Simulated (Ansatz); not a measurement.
# In2O2 monolayer in a perpendicular field, part 3 of 4

Aim: how the In2O2 monolayer screens a field along its normal, and what the field does to its bands. A positive field points along +c.

Ansatz 0.2.0; plane-wave DFT, PBE-D3(BJ), Ansatz PAW (the session's first sound run).

So far, gap along the path (eV): step 3 (atoms held, field 0) 0.438; step 5 (field -0.05 V/Å) 0.438; step 6 (field 0.1 V/Å) 0.438; step 7 (field 0.2 V/Å) 0.439; step 8 (field 0.3 V/Å) 0.439.

### 9. Response, atoms held

This step: plane-wave DFT, PBE-D3(BJ), Ansatz PAW; response to a field along the normal, atoms held (Ansatz 0.2.0).

The dipoles give the slope, and the difference of two potentials shows where the field is screened.

This step gave:

| Quantity | Value |
| --- | --- |
| equivalent conductor thickness p/(ε₀AE) | 5.522 Å |
| distance between the outer atoms | 4.435 Å |

Table of dipole of the cell by applied field:

| applied field (V/Å) | dipole of the cell (e·Å) |
| --- | --- |
| -0.050 | -0.0155 |
| 0.000 | 6.2e-7 |
| 0.050 | 0.0155 |
| 0.100 | 0.0311 |
| 0.200 | 0.0622 |
| 0.300 | 0.0933 |

Local field over the applied field, running mean. From the potentials at -0.05 and 0.05 V/Å; running mean over 2.5 Å. Table of local field over applied field by z:

z (Å), local field over applied field and a bar:
```
      4.5      1.000 ##############################
      5.0      0.999 ##############################
      5.5      0.996 ##############################
      6.0      0.988 ##############################
      6.5      0.964 #############################
      7.0      0.904 ###########################
      7.5      0.785 #######################
      8.0      0.632 ##################
      8.5      0.456 #############
      9.0      0.296 ########
      9.5      0.175 ####
     10.0      0.099 #
     10.5      0.061 
     11.0      0.063 
     11.5      0.062 
     12.0      0.063 
     12.5      0.106 #
     13.0      0.188 ####
     13.5      0.315 ########
     14.0      0.479 #############
     14.5      0.654 ###################
     15.0      0.803 ########################
     15.5      0.914 ###########################
     16.0      0.969 #############################
     16.5      0.990 ##############################
     17.0      0.997 ##############################
     17.5      0.999 ##############################
     18.0      1.000 ##############################
```

The induced electron density oscillates, so the rows of the table below give means over windows of 0.5 Å about each position, cut where the curve ends. Its maxima inside the range that stand out by 2 % of the span (Å: e/Å³ per V/Å): 8.38: 0.00366, 9.27: 0.00236, 10.77: 8.8e-4, 12.56: 6.9e-4, 13.61: -0.00106. Its minima: 8.82: 0.00106, 9.87: -6.9e-4, 11.67: -8.8e-4, 13.16: -0.00236, 14.06: -0.00366.

Electrons, planar mean, per unit field. Induced electron density against z; means over each step:

z (Å), induced electron density (e/Å³ per V/Å) and a bar from the least value:
```
      4.5    0.00000 ################
      5.0    0.00000 ################
      5.5    0.00002 ################
      6.0    0.00005 ################
      6.5    0.00017 ################
      7.0    0.00050 ##################
      7.5    0.00133 ######################
      8.0    0.00286 #############################
      8.5    0.00297 ##############################
      9.0    0.00158 #######################
      9.5    0.00094 ####################
     10.0   -0.00047 #############
     10.5    0.00050 ##################
     11.0    0.00048 ##################
     11.5   -0.00059 #############
     12.0   -0.00038 ##############
     12.5    0.00049 ##################
     13.0   -0.00125 ##########
     13.5   -0.00150 ########
     14.0   -0.00321 
     14.5   -0.00265 ###
     15.0   -0.00119 ##########
     15.5   -0.00043 ##############
     16.0   -0.00014 ###############
     16.5   -0.00005 ###############
     17.0   -0.00001 ################
     17.5    0.00000 ################
     18.0    0.00000 ################
```

The smaller of the gaps on the path and on the k-mesh, counted as 0 under 0.03 eV. Table of gap by applied field:

```
applied field (V/Å)  gap (eV)
             -0.050     0.438
              0.000     0.438
              0.050     0.438
              0.100     0.438
              0.200     0.439
              0.300     0.439
```

By hand: between -0.05 and 0.05 V/Å the dipole changes by 0.03108 e·Å, a slope of 0.3108 e·Å²/V. A perfect conductor of thickness t has p = ε₀AEt, so t = 180.95 × 0.3108 / 10.183 = 5.52 Å (e/ε₀ = 180.95 V·Å, A in Å²).

The induced dipole is that of a conductor 5.52 Å thick.

### 10. Same geometry, cutoff 420 eV, functional LDA

This step: plane-wave DFT, LDA, Ansatz PAW (Ansatz 0.2.0).

The geometry is kept and the functional is LDA; other changes against the main runs: SCF threshold 1.0e-10 → 1.0e-09 eV, k-mesh 18×18×1 → 6×6×1 and no dispersion term, which doesn't act on the electrons.

input.yaml reads:

```yaml
crystal:
  lattice:
    - [3.4290091789, 0.0, 0.0]
    - [-1.7145045894, 2.9696090587, 0.0]
    - [0.0, 0.0, 22.4352856066]
  atoms:
    - { symbol: O, position: [0.3333333333, 0.6666666667, 0.4011537966] }
    - { symbol: In, position: [0.0, 0.0, 0.4367395149] }
    - { symbol: In, position: [0.0, 0.0, 0.5632604851] }
    - { symbol: O, position: [0.3333333333, 0.6666666667, 0.5988462034] }
kpoints:
  mp_grid: { grid: [6, 6, 1] }
hamiltonian:
  xc: lda
scf:
  occupations: { method: fermi_dirac, width: 0.05 }
  convergence: { dr2_threshold: 1.0e-09 }
efield:
  axis: 3
  dipole_correction: true
  ramp_position: 0.97
  ramp_width: 0.06
  amplitude: 0.1
output:
  write_potential: true
  write_density: true
  volumetric_format: npy
```

The run is started by

```sh
$ ansatz run input.yaml --threads 2 --pin off --max-ram 3072MiB --backend cpu --events-out ev --progress --plain --runs-dir out
```

Numbers of over 12 decimals in the logs are rounded to 6 here.

What it wrote:

```text
[...]
Crystal: 4 atoms, lattice volume = 228.454 Å³
Basis set: ecut = 420 eV, 4431 PW (Γ)
Bands: 23, of which v1, the nominal top of the filled ones, is band 19 counted from 1 (18 counted from 0)
Symmetry: 6 space group operations
k-points: 7 of 36 (time reversal used)
[...]
SCF iter   1: F=—  HF=-12027.684298 eV  |F-HF|=—  |Δ(HF+E_count)|=         —  Δρ=7.02e-2  dr2=1.43e1  ethr=3.10e-3  p=0.036 e·Å  D=2.84e-2 V/Å  ΔV_dip=-0.64 eV  dr2_dipole=2.85e-4  V_vac-E_F(+/−)=8.27/6.93 eV  ⟨swp⟩=9.0  Hψ=880  notcnv=0
[...]
SCF iter  11: F=-12024.000355 eV  HF=-12024.000355 eV  |F-HF|=1.15e-9  |Δ(HF+E_count)|=   1.60e-8  Δρ=2.40e-7  dr2=7.43e-11  ethr=2.63e-12  p=0.031 e·Å  D=2.47e-2 V/Å  ΔV_dip=-0.55 eV  dr2_dipole=2.27e-13  V_vac-E_F(+/−)=7.40/5.98 eV  ⟨swp⟩=5.1  Hψ=523  notcnv=0
SCF 1 converged in 11 iterations: F = -12024.000355 eV  dr2 = 7.43e-11
[...]
SCF converged after 11 iterations
Free energy (F): -12024.000355 eV
[...]
Internal energy: -12023.999024 eV  (E = F + TS)
E sigma→0 (E₀):  -12023.999690 eV
Entropy (-TS):   -0.001331 eV (-0.333 meV/atom)
Fermi energy:    -2.398439 eV
Dipole field:    D = 0.024662 V/Å  (p = 0.031136 e·Å, saw-weighted, corrected)
Work function:   not extracted (applied field tilts the vacuum); planar V_es + V_field profile in the machine report
[...]
--- Band table (eV; the first three rows and the last of 7) ---
  k-point 0: bands = [... 15 lower, -4.2962, -4.2499, -4.2499, -3.3175, -2.2475, 0.6633, 3.6313, 4.0855]
  k-point 1: bands = [... 15 lower, -4.7882, -4.5286, -4.4677, -3.0264, -1.1877, 1.4279, 3.9910, 4.2897]
  k-point 2: bands = [... 15 lower, -4.9914, -4.8955, -4.7040, -2.8146, 0.4142, 0.9152, 3.4557, 3.9185]
  k-point 6: bands = [... 15 lower, -6.3292, -4.6959, -4.4192, -2.6084, 0.7658, 1.8904, 2.3701, 3.8525]
```

Run time: 6 s. Hardware: 2 threads of Arm Neoverse N1, shared host; peak memory 0.36 GiB.

Numbers from this step:

| Quantity | Value |
| --- | --- |
| energy at zero smearing | -12023.9997 eV |
| dipole along the normal | 0.03114 e·Å |

The dipole is 0.0311 e·Å.

### 11. Same geometry, cutoff 420 eV, functional LDA (run 2)

The same run in the opposite field.

Changes to input.yaml since step 10:

```diff
@@ -22,3 +22,3 @@
   ramp_width: 0.06
-  amplitude: 0.1
+  amplitude: -0.1
 output:
```

What it wrote:

```text
[...]
Crystal: 4 atoms, lattice volume = 228.454 Å³
Basis set: ecut = 420 eV, 4431 PW (Γ)
Bands: 23, of which v1, the nominal top of the filled ones, is band 19 counted from 1 (18 counted from 0)
Symmetry: 6 space group operations
k-points: 7 of 36 (time reversal used)
[...]
--- Band table (eV; the first three rows and the last of 7) ---
  k-point 0: bands = [... 15 lower, -4.2962, -4.2499, -4.2499, -3.3175, -2.2475, 0.6633, 3.6313, 4.0855]
  k-point 1: bands = [... 15 lower, -4.7882, -4.5286, -4.4677, -3.0264, -1.1877, 1.4279, 3.9910, 4.2897]
  k-point 2: bands = [... 15 lower, -4.9914, -4.8955, -4.7040, -2.8146, 0.4142, 0.9152, 3.4557, 3.9185]
  k-point 6: bands = [... 15 lower, -6.3292, -4.6959, -4.4192, -2.6084, 0.7658, 1.8904, 2.3701, 3.8525]
[key lines of the parts left out:]
SCF converged after 11 iterations
Free energy (F): -12024.000355 eV
Fermi energy:    -2.398441 eV
Dipole field:    D = -0.024662 V/Å  (p = -0.031137 e·Å, saw-weighted, corrected)
```

Elapsed: 6.5 s, on 2 threads; peak memory 0.36 GiB.

The dipole is -0.0311 e·Å.

### 12. Response at this level

This step: plane-wave DFT, LDA, Ansatz PAW; response to a field along the normal, atoms held (Ansatz 0.2.0).

The two signs of the field give the slope at this level.

Numbers from this step:

- equivalent conductor thickness p/(ε₀AE): 5.533 Å

The induced dipole is that of a conductor 5.53 Å thick.

### 13. Same geometry, cutoff 420 eV, functional PBE

This step: plane-wave DFT, PBE, Ansatz PAW (Ansatz 0.2.0).

The geometry is kept and the functional is PBE; other changes against the main runs: SCF threshold 1.0e-10 → 1.0e-09 eV, k-mesh 18×18×1 → 6×6×1 and no dispersion term, which doesn't act on the electrons.

Changes to input.yaml since step 11:

```diff
@@ -13,3 +13,3 @@
 hamiltonian:
-  xc: lda
+  xc: pbe
 scf:
@@ -22,3 +22,3 @@
   ramp_width: 0.06
-  amplitude: -0.1
+  amplitude: 0.1
 output:
```

What it wrote:

```text
[...]
Crystal: 4 atoms, lattice volume = 228.454 Å³
Basis set: ecut = 420 eV, 4431 PW (Γ)
Bands: 23, of which v1, the nominal top of the filled ones, is band 19 counted from 1 (18 counted from 0)
Symmetry: 6 space group operations
k-points: 7 of 36 (time reversal used)
[...]
--- Band table (eV; the first three rows and the last of 7) ---
  k-point 0: bands = [... 15 lower, -3.9040, -3.8573, -3.8573, -2.9322, -1.7613, 1.1482, 3.6785, 4.1691]
  k-point 1: bands = [... 15 lower, -4.3935, -4.1307, -4.0702, -2.6562, -0.7122, 1.9132, 4.0902, 4.5686]
  k-point 2: bands = [... 15 lower, -4.5828, -4.4884, -4.3213, -2.4421, 0.9108, 1.3436, 3.9371, 4.4244]
  k-point 6: bands = [... 15 lower, -5.8893, -4.3237, -4.0458, -2.2003, 1.1188, 2.2729, 2.9211, 4.3405]
[key lines of the parts left out:]
SCF converged after 11 iterations
Free energy (F): -12329.943453 eV
Fermi energy:    -1.955154 eV
Dipole field:    D = 0.024631 V/Å  (p = 0.031097 e·Å, saw-weighted, corrected)
```

Wall time 5.9 s (2 threads); peak memory 0.37 GiB; 8.9 s of CPU time.

The dipole is 0.0311 e·Å.

### 14. Same geometry, cutoff 420 eV, functional PBE (run 2)

The same run in the opposite field.

Changes to input.yaml since step 13:

```diff
@@ -22,3 +22,3 @@
   ramp_width: 0.06
-  amplitude: 0.1
+  amplitude: -0.1
 output:
```

What it wrote:

```text
[...]
Crystal: 4 atoms, lattice volume = 228.454 Å³
Basis set: ecut = 420 eV, 4431 PW (Γ)
Bands: 23, of which v1, the nominal top of the filled ones, is band 19 counted from 1 (18 counted from 0)
Symmetry: 6 space group operations
k-points: 7 of 36 (time reversal used)
[...]
--- Band table (eV; the first three rows and the last of 7) ---
  k-point 0: bands = [... 15 lower, -3.9040, -3.8573, -3.8573, -2.9322, -1.7613, 1.1482, 3.6785, 4.1691]
  k-point 1: bands = [... 15 lower, -4.3935, -4.1307, -4.0702, -2.6562, -0.7122, 1.9132, 4.0901, 4.5686]
  k-point 2: bands = [... 15 lower, -4.5828, -4.4884, -4.3213, -2.4421, 0.9108, 1.3436, 3.9371, 4.4244]
  k-point 6: bands = [... 15 lower, -5.8893, -4.3237, -4.0458, -2.2003, 1.1188, 2.2729, 2.9211, 4.3405]
[key lines of the parts left out:]
SCF converged after 11 iterations
Free energy (F): -12329.943453 eV
Fermi energy:    -1.955154 eV
Dipole field:    D = -0.024632 V/Å  (p = -0.031098 e·Å, saw-weighted, corrected)
```

Run time: 6.1 s. Hardware: 2 threads; peak memory 0.37 GiB.

The dipole is -0.0311 e·Å.

### 15. Response at this level

This step: plane-wave DFT, PBE, Ansatz PAW; response to a field along the normal, atoms held (Ansatz 0.2.0).

The induced dipole is that of a conductor 5.53 Å thick.

### 16. Same geometry, cutoff 500 eV, functional r2SCAN

This step: plane-wave DFT, r2SCAN, Ansatz PAW (Ansatz 0.2.0).

The geometry is kept and the functional is r2SCAN; other changes against the main runs: SCF threshold 1.0e-10 → 1.0e-09 eV, cutoff 420 → 500, k-mesh 18×18×1 → 6×6×1 and no dispersion term, which doesn't act on the electrons.

Changes to input.yaml since step 14:

```diff
@@ -13,3 +13,3 @@
 hamiltonian:
-  xc: pbe
+  xc: r2scan
 scf:
@@ -22,3 +22,3 @@
   ramp_width: 0.06
-  amplitude: -0.1
+  amplitude: 0.1
 output:
```

What it wrote:

```text
[...]
Crystal: 4 atoms, lattice volume = 228.454 Å³
Basis set: ecut = 500 eV, 5829 PW (Γ), exchange–correlation on 108×108×720 points (64 copies of the dense FFT grid, shifted against one another)
Bands: 23, of which v1, the nominal top of the filled ones, is band 19 counted from 1 (18 counted from 0)
Symmetry: 6 space group operations
k-points: 7 of 36 (time reversal used)
[...]
--- Band table (eV; the first three rows and the last of 7) ---
  k-point 0: bands = [... 15 lower, -4.2520, -4.2002, -4.2002, -3.2169, -1.6962, 1.3389, 3.9440, 4.4598]
  k-point 1: bands = [... 15 lower, -4.7614, -4.4815, -4.4166, -2.9549, -0.6351, 2.1270, 4.3832, 4.8443]
  k-point 2: bands = [... 15 lower, -4.9396, -4.8415, -4.7001, -2.7398, 1.0719, 1.4329, 4.2515, 4.7451]
  k-point 6: bands = [... 15 lower, -6.2474, -4.7077, -4.4365, -2.4780, 1.1622, 2.3890, 3.2032, 4.6038]
[key lines of the parts left out:]
SCF converged after 13 iterations
Free energy (F): -12360.603989 eV
Fermi energy:    -2.062992 eV
Dipole field:    D = 0.024132 V/Å  (p = 0.030467 e·Å, saw-weighted, corrected)
```

It took 25 s on 2 threads; peak memory 0.77 GiB; 38 s of CPU time.

The dipole is 0.0305 e·Å.

### 17. Same geometry, cutoff 500 eV, functional r2SCAN (run 2)

The same run in the opposite field.

Changes to input.yaml since step 16:

```diff
@@ -22,3 +22,3 @@
   ramp_width: 0.06
-  amplitude: 0.1
+  amplitude: -0.1
 output:
```

What it wrote:

```text
[...]
Crystal: 4 atoms, lattice volume = 228.454 Å³
Basis set: ecut = 500 eV, 5829 PW (Γ), exchange–correlation on 108×108×720 points (64 copies of the dense FFT grid, shifted against one another)
Bands: 23, of which v1, the nominal top of the filled ones, is band 19 counted from 1 (18 counted from 0)
Symmetry: 6 space group operations
k-points: 7 of 36 (time reversal used)
[...]
--- Band table (eV; the first three rows and the last of 7) ---
  k-point 0: bands = [... 15 lower, -4.2520, -4.2002, -4.2002, -3.2169, -1.6962, 1.3389, 3.9434, 4.4590]
  k-point 1: bands = [... 15 lower, -4.7614, -4.4815, -4.4166, -2.9549, -0.6351, 2.1270, 4.3827, 4.8434]
  k-point 2: bands = [... 15 lower, -4.9396, -4.8415, -4.7001, -2.7398, 1.0719, 1.4329, 4.2515, 4.7451]
  k-point 6: bands = [... 15 lower, -6.2474, -4.7077, -4.4365, -2.4779, 1.1622, 2.3890, 3.2032, 4.6038]
[key lines of the parts left out:]
SCF converged after 14 iterations
Free energy (F): -12360.603989 eV
Fermi energy:    -2.062992 eV
Dipole field:    D = -0.024142 V/Å  (p = -0.030480 e·Å, saw-weighted, corrected)
```

Wall time 22 s (2 threads); peak memory 0.77 GiB; 38 s of CPU time.

The dipole is -0.0305 e·Å.

### 18. Response at this level

This step: plane-wave DFT, r2SCAN, Ansatz PAW; response to a field along the normal, atoms held (Ansatz 0.2.0).

The induced dipole is that of a conductor 5.42 Å thick.

### 19. Same geometry, cutoff 420 eV, functional HSE06

This step: plane-wave DFT, HSE06, Ansatz PAW (Ansatz 0.2.0).

The geometry is kept and the functional is HSE06; other changes against the main runs: SCF threshold 1.0e-10 → 1.0e-09 eV, k-mesh 18×18×1 → 6×6×1 and no dispersion term, which doesn't act on the electrons.

Changes to input.yaml since step 17:

```diff
@@ -13,3 +13,3 @@
 hamiltonian:
-  xc: r2scan
+  xc: hse06
 scf:
@@ -22,3 +22,3 @@
   ramp_width: 0.06
-  amplitude: -0.1
+  amplitude: 0.1
 output:
```

What it wrote:

```text
[...]
Crystal: 4 atoms, lattice volume = 228.454 Å³
Basis set: ecut = 420 eV, 4431 PW (Γ)
Bands: 23, of which v1, the nominal top of the filled ones, is band 19 counted from 1 (18 counted from 0)
Symmetry: 6 space group operations
k-points: 7 of 36 (time reversal used)
[...]
--- Band table (eV; the first three rows and the last of 7) ---
  k-point 0: bands = [... 15 lower, -4.9503, -4.8925, -4.8925, -3.7879, -1.5602]
  k-point 1: bands = [... 15 lower, -5.5607, -5.1950, -5.1248, -3.5121, -0.4545]
  k-point 2: bands = [... 15 lower, -5.6801, -5.5788, -5.5573, -3.2172, 1.3544]
  k-point 6: bands = [... 15 lower, -7.0734, -5.5759, -5.2923, -2.7513, 1.2209]
  guard bands above this table: 3 of the run's 23 bands. The solve was not asked for them (output.publish_guard_bands: true or output.eigenvalues: true publishes all)
[key lines of the parts left out:]
Free energy (F): -12337.176683 eV
Fermi energy:    -2.137394 eV
Dipole field:    D = 0.023732 V/Å  (p = 0.029961 e·Å, saw-weighted, corrected)
```

Wall time 1.9 min (2 threads); peak memory 2.2 GiB.

The dipole is 0.0300 e·Å.

### 20. Same geometry, cutoff 420 eV, functional HSE06 (run 2)

The same run in the opposite field.

Changes to input.yaml since step 19:

```diff
@@ -22,3 +22,3 @@
   ramp_width: 0.06
-  amplitude: 0.1
+  amplitude: -0.1
 output:
```

What it wrote:

```text
[...]
Crystal: 4 atoms, lattice volume = 228.454 Å³
Basis set: ecut = 420 eV, 4431 PW (Γ)
Bands: 23, of which v1, the nominal top of the filled ones, is band 19 counted from 1 (18 counted from 0)
Symmetry: 6 space group operations
k-points: 7 of 36 (time reversal used)
[...]
Work function:   not extracted (applied field tilts the vacuum); planar V_es + V_field profile in the machine report
[...]
--- Band table (eV; the first three rows and the last of 7) ---
  k-point 0: bands = [... 15 lower, -4.9503, -4.8925, -4.8925, -3.7879, -1.5602]
  k-point 1: bands = [... 15 lower, -5.5607, -5.1950, -5.1248, -3.5122, -0.4545]
  k-point 2: bands = [... 15 lower, -5.6801, -5.5788, -5.5573, -3.2172, 1.3544]
  k-point 6: bands = [... 15 lower, -7.0734, -5.5759, -5.2923, -2.7513, 1.2209]
[...]
[key lines of the parts left out:]
Free energy (F): -12337.176683 eV
Fermi energy:    -2.137394 eV
Dipole field:    D = -0.023733 V/Å  (p = -0.029963 e·Å, saw-weighted, corrected)
```

Run time: 1.8 min. Hardware: 2 threads; peak memory 2.2 GiB.

The dipole is -0.0300 e·Å.

### 21. The series together

Times are for 2 threads of Arm Neoverse N1, shared host. The series side by side:

```csv
no.,functional,field,dipole along the normal (e·Å),time,memory (GiB)
1,lda,0.1 V/Å,0.03114,6 s,0.36
2,lda,-0.1 V/Å,-0.03114,6.5 s,0.36
3,pbe,0.1 V/Å,0.03110,5.9 s,0.37
4,pbe,-0.1 V/Å,-0.03110,6.1 s,0.37
5,r2scan,0.1 V/Å,0.03047,25 s,0.77
6,r2scan,-0.1 V/Å,-0.03048,22 s,0.77
7,hse06,0.1 V/Å,0.02996,1.9 min,2.2
8,hse06,-0.1 V/Å,-0.02996,1.8 min,2.2
```

### 22. Response at this level

This step: plane-wave DFT, HSE06, Ansatz PAW; response to a field along the normal, atoms held (Ansatz 0.2.0).

The induced dipole is that of a conductor 5.32 Å thick.

(Continued in part 4 of 4.)

[Logs are printed without paths, hosts, clocks, repeated set-up lines and the standing remarks that a program may print on its own settings, such as how far it seeks lower states.]

[Hosts, paths, dates, database ids (printed as entryN), source tags and the programs' standing remarks are cut or masked in the printed files.]

[Maps of the electrostatic potential energy from Ansatz leave out the sawtooth potential of an applied field or a dipole correction, so their vacuum need not be flat; planar profiles and work functions include it.]
